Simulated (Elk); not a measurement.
**C (Fd-3m): refractive index against wavelength**

The refractive index of C (Fd-3m) below the direct gap (5.60 eV on the mesh) is read from one computed spectrum, n = √(Re ε).

It takes space group Fd-3m (No. 227, cubic). The conventional cell has a = 3.567 Å, b = 3.567 Å, c = 3.567 Å, α = 90.00°, β = 90.00°, γ = 90.00°. Around C on site a lie 4 C at 1.54 Å.

Method: Elk 11.2.3 (patched build), PBE, independent particles, k-mesh 17×17×17, Lorentzian half width 0.2 eV.

Launch of the response step: `OMP_NUM_THREADS=4 elk`. The run took 16 s, its band step included, on 4 threads of Arm Neoverse V2, with other jobs on the host.

```
wavelength (nm)  photon energy E (eV)       n
            700                 1.771  2.4529
            633                 1.959  2.4598
            532                 2.331  2.4760
            450                 2.755  2.4989
            405                 3.061  2.5189
            365                 3.397  2.5445
            308                 4.025       ?
```

In the single-oscillator model n² − 1 = E₀E_d/(E₀² − E²), so 1/(n² − 1) = E₀/E_d − E²/(E₀E_d) is linear in E².

Working, on the rows shown:

| x = E² (eV²) | y = 1/(n² − 1) |
| --- | --- |
| 3.13716 | 0.199333 |
| 3.83641 | 0.197996 |
| 5.43137 | 0.19491 |
| 7.59115 | 0.190676 |
| 9.37179 | 0.187096 |
| 11.5384 | 0.182666 |

Means: x̄ = 6.8177, ȳ = 0.19211. Σ(x − x̄)(y − ȳ) = -0.1065, Σ(x − x̄)² = 53.76. Slope = -0.1065 / 53.76 = -0.001981; intercept = ȳ − slope · x̄ = 0.20562. Turned back into n, the line misses the rows shown by at most 0.00056.

Problem. What does the fit predict for the withheld row, and how well does it do?

Solution. At x = 16.204 the line gives y = 0.17352, that is 2.6006. The run gave 2.6061, so the extrapolation is off by 0.0055, 4 % of the range in the table.

Refitted with all rows, the slope is -0.002035 and the intercept 0.20593. These give E₀ = √(intercept/−slope) = 10.06 eV and E_d = E₀/intercept = 48.9 eV; E₀ is 1.8 times the direct gap. The electronic limit at long wavelengths, without lattice vibrations, is n = √(1 + 1/intercept) = 2.420. Excitons are left out and so are local fields; PBE gaps are as a rule too small. The values come from a sum over the points of one k-mesh and carry its error, which grows as the direct gap shrinks.

[Logs are printed without paths, hosts, clocks, repeated set-up lines and the standing remarks that a program may print on its own settings, such as how far it seeks lower states.]
